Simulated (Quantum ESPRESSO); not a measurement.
# Voltage at the next charge: Ca(111), 4 layers, one monolayer of Cl on fcc sites against an electrode

How the rows were computed: Quantum ESPRESSO 7.5, PBE, GBRV ultrasoft; ESM with bc3, a metal electrode 6.01 Å above the top atoms; cell area 13.482 Å²; ions fixed. V is the potential energy of an electron at the electrode over the slab's Fermi level, divided by e, so that it equals the work function at zero charge; positive charge removes electrons.

```tsv
charge (e a cell)	V (V)
0	4.056
0.0202	5.597
0.0404	7.146
```

One more run was made and is withheld. What is V at a charge of 0.0809 e, and what capacitance do the rows imply?

**Worked estimate.** The last two rows give dV/dq = (7.146 − 5.597)/(0.0404 − 0.0202) = 76.7 V/e, so C = 1602/(13.482 × 76.7) = 1.55 µF/cm², an effective gap of 8.854/1.55 = 5.71 Å. At constant C, V = 7.146 + 76.7 × 0.0405 = 10.25 V.

What the calculation gave: V = 10.278 V; the estimate misses by −0.03 V, 0.8 % of the step. Over the three intervals C goes 1.56, 1.55 and 1.54 µF/cm².

Caveats: Vacuum fills the gap; a dielectric or electrolyte would change C. The slab is thin.

[Logs are printed without paths, hosts, clocks, repeated set-up lines and the standing remarks that a program may print on its own settings, such as how far it seeks lower states.]
